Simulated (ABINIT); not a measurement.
## A GW chain in ABINIT: Ba2TaBiO6 (R-3)

Wanted: ground state, empty states, screening and self-energy for Ba2TaBiO6 (R-3).

Calculated with ABINIT 10.8.3; LDA and many-body steps on it, plane waves.

The raw output is cut from this account; settings, times and results stay.

## Step 1: The system as given

The structure is trigonal, space group R-3 (No. 148). Conventional cell: a = 6.151 Å, b = 6.151 Å, c = 14.869 Å, α = 90.00°, β = 90.00°, γ = 120.00°. Nearest to Ba lie 12 O at 2.76 to 3.40 Å. Nearest to Ta lie 6 O at 2.01 Å. Bi has 6 O at 2.36 Å nearest. Nearest to O lie 1 Ta at 2.01 Å and 1 Bi at 2.36 Å and 4 Ba at 2.76 to 3.40 Å. Farther neighbours, and contacts between anions beyond the nearest, are not listed.

The cell and positions are those that the Materials Project relaxed with its own functionals (PBE, PBE+U or r2SCAN), kept fixed.

## Step 2: Ground state

This step: ABINIT 10.8.3; DFT, LDA, plane waves, norm-conserving pseudopotentials.

The ground-state density comes first.

run.abi reads:

```
acell 3*1.0 Angstrom
rprim 
  3.075626834241 1.775713980676 4.956223105800
  -3.075626834241 1.775713980676 4.956223105800
  0.000000000000 -3.551427961352 4.956223105800
ntypat 4
znucl 56 73 83 8
natom 10
typat 1 1 2 3 4 4 4 4 4 4
xred 
  0.748816000000 0.748816000000 0.748816000000
  0.251184000000 0.251184000000 0.251184000000
  0.500000000000 0.500000000000 0.500000000000
  0.000000000000 0.000000000000 0.000000000000
  0.725510000000 0.218856000000 0.322035000000
  0.218856000000 0.322035000000 0.725510000000
  0.322035000000 0.725510000000 0.218856000000
  0.274490000000 0.781144000000 0.677965000000
  0.677965000000 0.274490000000 0.781144000000
  0.781144000000 0.677965000000 0.274490000000
pp_dirpath "pseudos"
pseudos "Ba.upf, Ta.upf, Bi.upf, O.upf"
ecut 62
ngkpt 4 4 4
nshiftk 1
shiftk 0 0 0
kptopt 1
chksymbreak 0
nband 62
occopt 1
tolvrs 1e-10
nstep 60
prtwf 0
optforces 0
optstress 0
indata_prefix "in"
outdata_prefix "out"
tmpdata_prefix "tmp"
```

Started as:

```console
OMP_NUM_THREADS=1 mpirun -n 8 abinit run.abi > log
```

Run time: 16 min. Hardware: 8 MPI ranks of Intel Xeon Platinum 8259CL at 2.50GHz (Skylake/Cascade Lake), shared host; peak memory 2.4 GiB.

Read from the output:

```
total energy               : -19386.1218 eV
gap                        : 2.549 eV
k of the valence top       : 0.5, 0.5, 0.5
k of the conduction bottom : 0.5, 0, 0
least direct gap           : 2.577 eV
```

The gap is indirect, with the least direct gap 0.03 eV higher.

## Step 3: Bands along the symmetry lines

Levels along a band path, at the cheap level, show where the edges lie and whether the meshes to come will hold them.

Changes to run.abi since step 2:

```diff
@@ -23,14 +23,45 @@
 ecut 62
-ngkpt 4 4 4
-nshiftk 1
-shiftk 0 0 0
-kptopt 1
-chksymbreak 0
-nband 62
-occopt 1
-tolvrs 1e-10
-nstep 60
+iscf -2
+irdden 1
+kptopt 0
+nkpt 31
+kpt 
+  0.00000000 0.00000000 0.00000000
+  0.12500000 0.12500000 0.12500000
+  0.25000000 0.25000000 0.25000000
+  0.37500000 0.37500000 0.37500000
+  0.50000000 0.50000000 0.50000000
+  0.56193928 0.43806072 0.50000000
+  0.62387856 0.37612144 0.50000000
+  0.68581784 0.31418216 0.50000000
+  0.74775712 0.25224288 0.50000000
+  0.50000000 -0.25224288 0.25224288
+  0.50000000 -0.18918216 0.18918216
+  0.50000000 -0.12612144 0.12612144
+  0.50000000 -0.06306072 0.06306072
+  0.50000000 0.00000000 0.00000000
+  0.37500000 0.00000000 0.00000000
+  0.25000000 0.00000000 0.00000000
+  0.12500000 0.00000000 0.00000000
+  0.00000000 0.00000000 0.00000000
+  0.09403036 -0.09403036 0.00000000
+  0.18806072 -0.18806072 0.00000000
+  0.28209108 -0.28209108 0.00000000
+  0.37612144 -0.37612144 -0.00000000
+  0.62387856 0.00000000 0.37612144
+  0.59290892 0.00000000 0.40709108
+  0.56193928 0.00000000 0.43806072
+  0.53096964 0.00000000 0.46903036
+  0.50000000 0.00000000 0.50000000
+  0.37500000 0.00000000 0.37500000
+  0.25000000 0.00000000 0.25000000
+  0.12500000 0.00000000 0.12500000
+  0.00000000 0.00000000 0.00000000
+istwfk *1
+nband 60
+nbdbuf 2
+tolwfr 1e-08
+nstep 40
 prtwf 0
-optforces 0
-optstress 0
+prtvol 0
 indata_prefix "in"
```

Wall time 12 min (8 MPI ranks); peak memory 2.1 GiB; 1.5 h of CPU time.

Read from the output:

```
gap                        : 2.549 eV
k of the valence top       : 0.5, 0.5, 0.5
k of the conduction bottom : 0.5, 0, 0
least direct gap           : 2.577 eV
```

The gap is 2.549 eV, as in the run before at this level.

The electronic bands at the labelled points (eV, zero at the top of the highest filled band):

| point | band 50 | band 51 | band 52 | band 53 | band 54 | band 55 | band 56 | band 57 |
| --- | --- | --- | --- | --- | --- | --- | --- | --- |
| Γ | -1.44 | -1.18 | -1.18 | -0.79 | 3.16 | 3.34 | 3.40 | 3.40 |
| halfway | -1.46 | -1.30 | -1.30 | -0.42 | 2.84 | 3.32 | 3.32 | 3.84 |
| T | -1.56 | -1.56 | -1.53 | 0.00 | 2.68 | 3.14 | 3.14 | 4.10 |
| halfway | -1.57 | -1.42 | -1.38 | -0.48 | 2.98 | 3.34 | 3.52 | 4.08 |
| H2 | -1.68 | -1.31 | -1.30 | -0.75 | 3.32 | 3.39 | 3.90 | 4.07 |
| jump to H0 | -1.68 | -1.31 | -1.30 | -0.75 | 3.32 | 3.39 | 3.90 | 4.07 |
| halfway | -1.53 | -1.35 | -1.30 | -0.48 | 3.05 | 3.14 | 3.65 | 4.01 |
| L | -1.41 | -1.40 | -1.26 | -0.03 | 2.55 | 2.92 | 3.44 | 3.83 |
| halfway | -1.42 | -1.28 | -1.19 | -0.51 | 2.88 | 3.12 | 3.44 | 3.63 |
| Γ | -1.44 | -1.18 | -1.18 | -0.79 | 3.16 | 3.34 | 3.40 | 3.40 |
| halfway | -1.38 | -1.28 | -1.20 | -0.41 | 2.93 | 3.17 | 3.35 | 3.71 |
| S0 | -1.54 | -1.51 | -1.36 | -0.85 | 3.15 | 3.67 | 3.81 | 4.23 |
| jump to S2 | -1.54 | -1.51 | -1.36 | -0.85 | 3.15 | 3.67 | 3.81 | 4.23 |
| halfway | -1.67 | -1.60 | -1.59 | -0.92 | 3.21 | 3.90 | 4.01 | 4.38 |
| F | -1.73 | -1.67 | -1.63 | -0.91 | 3.22 | 4.05 | 4.09 | 4.35 |
| halfway | -1.39 | -1.34 | -1.19 | -0.65 | 3.11 | 3.29 | 3.50 | 3.64 |
| Γ | -1.44 | -1.18 | -1.18 | -0.79 | 3.16 | 3.34 | 3.40 | 3.40 |

## Step 4: Empty states on the mesh, 2×2×2 mesh, 191 bands

The sums over transitions need many empty states on a uniform mesh; this step solves for them.

run.abi reads:

```
acell 3*1.0 Angstrom
rprim 
  3.075626834241 1.775713980676 4.956223105800
  -3.075626834241 1.775713980676 4.956223105800
  0.000000000000 -3.551427961352 4.956223105800
ntypat 4
znucl 56 73 83 8
natom 10
typat 1 1 2 3 4 4 4 4 4 4
xred 
  0.748816000000 0.748816000000 0.748816000000
  0.251184000000 0.251184000000 0.251184000000
  0.500000000000 0.500000000000 0.500000000000
  0.000000000000 0.000000000000 0.000000000000
  0.725510000000 0.218856000000 0.322035000000
  0.218856000000 0.322035000000 0.725510000000
  0.322035000000 0.725510000000 0.218856000000
  0.274490000000 0.781144000000 0.677965000000
  0.677965000000 0.274490000000 0.781144000000
  0.781144000000 0.677965000000 0.274490000000
pp_dirpath "pseudos"
pseudos "Ba.upf, Ta.upf, Bi.upf, O.upf"
ecut 62
ngkpt 2 2 2
nshiftk 1
shiftk 0 0 0
kptopt 1
chksymbreak 0
iscf -2
irdden 1
istwfk *1
nband 191
nbdbuf 16
tolwfr 1e-09
nstep 60
prtvol 0
indata_prefix "in"
outdata_prefix "out"
tmpdata_prefix "tmp"
```

It took 8.2 min on 8 MPI ranks; peak memory 1.5 GiB; 65 min of CPU time.

Numbers from this step:

```
gap                                                           : 2.549 eV
k of the valence top                                          : 0.5, 0.5, 0.5
k of the conduction bottom                                    : 0.5, 0, 0
least direct gap                                              : 2.577 eV
k points computed                                             : 4
lowest point of the top converged band, above the valence top : 39.02 eV
```

On this mesh the gap is 2.549 eV.

## Step 5: Screening, 2×2×2 mesh, 175 bands, screening to 108.8 eV

The RPA dielectric matrix is built and inverted for each q.

This step: RPA screening on LDA, plane waves, norm-conserving pseudopotentials.

Changes to run.abi since step 4:

```diff
@@ -28,10 +28,11 @@
 chksymbreak 0
-iscf -2
-irdden 1
 istwfk *1
-nband 191
-nbdbuf 16
-tolwfr 1e-09
-nstep 60
-prtvol 0
+occopt 1
+irdwfk 1
+optdriver 3
+nband 175
+ecuteps 4
+inclvkb 2
+awtr 1
+symchi 1
 indata_prefix "in"
```

Elapsed: 6.1 min, on 8 MPI ranks; peak memory 11 GiB; 49 min of CPU time.

Numbers from this step:

| Item | Value |
| --- | --- |
| ε∞ with local fields, on this mesh | 6.624 |
| ε∞ without local fields, on this mesh | 7.193 |
| plasma frequency | 30.00 eV |
| plane waves in the screening matrix | 411 |

Local fields lower ε∞ by 8 %. On a Γ-centred mesh this coarse the value itself is usually too large, while a short band sum pulls it down.

## Step 6: Self-energy, 2×2×2 mesh, 175 bands, screening to 108.8 eV

The self-energy is evaluated for the states that the input lists, and the quasiparticle equation is solved.

This step: G0W0 on LDA, plane waves, norm-conserving pseudopotentials.

Changes to run.abi since step 5:

```diff
@@ -31,8 +31,19 @@
 irdwfk 1
-optdriver 3
+optdriver 4
 nband 175
+gwcalctyp 0
+ecutsigx 62
+symsigma 1
+nkptgw 3
+kptgw 
+  0.5000000000 0.5000000000 0.5000000000
+  0.5000000000 0.0000000000 0.0000000000
+  0.0000000000 0.0000000000 0.0000000000
+bdgw 
+  52 56
+  52 55
+  51 55
 ecuteps 4
-inclvkb 2
-awtr 1
-symchi 1
+irdscr 1
+ppmodel 1
 indata_prefix "in"
```

It took 51 s on 8 MPI ranks; peak memory 5.1 GiB.

Numbers from this step:

* G0W0 gap on the mesh: 3.347 eV
* starting gap on the mesh: 2.549 eV
* k of the valence top: 0.5, 0.5, 0.5
* k of the conduction bottom: 0.5, 0, 0
* Z at the valence top: 0.791
* Z at the conduction bottom: 0.829
* least direct G0W0 gap on the computed points: 3.379 eV

The gap on the mesh goes from 2.55 eV to 3.35 eV, a correction of +0.80 eV.

Limits: finite bands, cutoff and mesh; no spin-orbit coupling; coarse k mesh. v1 is the top filled band, c1 the lowest empty one. The levels before and after the correction (eV, zero at the valence-band top of each column):

|  | conduction bottom | valence top |
| --- | --- | --- |
| Kohn-Sham | 2.55 | 0.00 |
| G0W0 | 3.35 | 0.00 |

|  | level | energy (eV) |
| --- | --- | --- |
| Kohn-Sham | (0.5 0.5 0.5) v2 | -1.531 |
| Kohn-Sham | (0.5 0.5 0.5) v1 | 0.000 |
| Kohn-Sham | (0.5 0.5 0.5) c1 | 2.682 |
| Kohn-Sham | (0.5 0.5 0.5) c2-c3 | 3.138 |
| Kohn-Sham | (0.5 0 0) v2 | -1.257 |
| Kohn-Sham | (0.5 0 0) v1 | -0.028 |
| Kohn-Sham | (0.5 0 0) c1 | 2.549 |
| Kohn-Sham | (0.5 0 0) c2 | 2.915 |
| G0W0 | (0.5 0.5 0.5) v2 | -1.906 |
| G0W0 | (0.5 0.5 0.5) v1 | 0.000 |
| G0W0 | (0.5 0.5 0.5) c1 | 3.485 |
| G0W0 | (0.5 0.5 0.5) c2-c3 | 3.977 |
| G0W0 | (0.5 0 0) v2 | -1.599 |
| G0W0 | (0.5 0 0) v1 | -0.032 |
| G0W0 | (0.5 0 0) c1 | 3.347 |
| G0W0 | (0.5 0 0) c2 | 3.733 |

## Step 7: Where the time went

Times are wall times on 8 MPI ranks of Intel Xeon Platinum 8259CL at 2.50GHz (Skylake/Cascade Lake), shared host, good to a factor of about two.

| step | time | share | memory (GiB) |
| --- | --- | --- | --- |
| ground state | 16 min | 37 % | 2.4 |
| bands along the symmetry lines | 12 min | 27 % | 2.1 |
| empty states on the mesh | 8.2 min | 19 % | 1.5 |
| screening | 6.1 min | 14 % | 11 |
| self-energy | 51 s | 2 % | 5.1 |

## Step 8: Summary of results

| Property | Result |
| --- | --- |
| LDA gap | 2.55 eV, indirect (only 28 meV under the direct gap) |
| G0W0 gap on the mesh | 3.35 eV |
| GW settings | 2×2×2 mesh, 175 bands, screening to 108.8 eV, Godby-Needs plasmon pole |
| known limits | short of the basis limit; no spin-orbit coupling; coarse k mesh |

**Reading.** G0W0 moves the gap on the mesh from 2.55 eV to 3.35 eV (+0.80 eV), with Z of 0.79 and 0.83 at the edges. Local fields lower the RPA ε∞ on this mesh from 7.19 to 6.62; a Γ-centred mesh this coarse tends to raise both, most where the direct gap is narrow, while a short band sum lowers them. Bands and cutoff are finite, so the gap stands short of the basis limit, usually by up to a few tenths of an eV; the mesh is an error of its own. The 2×2×2 mesh is coarse for this cell, which bears on the long-range parts of exchange and screening. Where an edge is built on 6p states of lead, bismuth or thallium, scalar-relativistic gaps usually stand too wide, by a few tenths to over one eV. The many-body steps are scalar-relativistic: spin-orbit coupling is not in them.

[Long decimals in the printed logs are rounded to 6 places.]

[Logs are printed without paths, hosts, clocks, repeated set-up lines and the standing remarks that a program may print on its own settings, such as how far it seeks lower states.]

[Paths, hosts, dates, memory and timing lines, banners, echoed tables and standing remarks are left out of the program output; an Ansatz launch command may be rebuilt from the run's recorded settings. Measured values are a selection of at most five: reports struck by readers or far from the other reports are left out. None is set beside runs whose start may be inverted or whose files or cutoffs have a known fault.]

[Runs of the session that timed out or met a known fault of the program may be left out.]

[Hosts, paths, dates, database ids (printed as entryN), source tags and the programs' standing remarks are cut or masked in the printed files.]

[G0W0 gaps are taken among the corrected bands and points alone; a level outside them can change the order at an edge.]

[Where Ansatz stands beside ABINIT at settings called matched, ABINIT's density can come from a denser mesh and the files from another edition; pairs whose starting gaps differed by over 0.03 eV were left out, so agreement reads better than it is.]
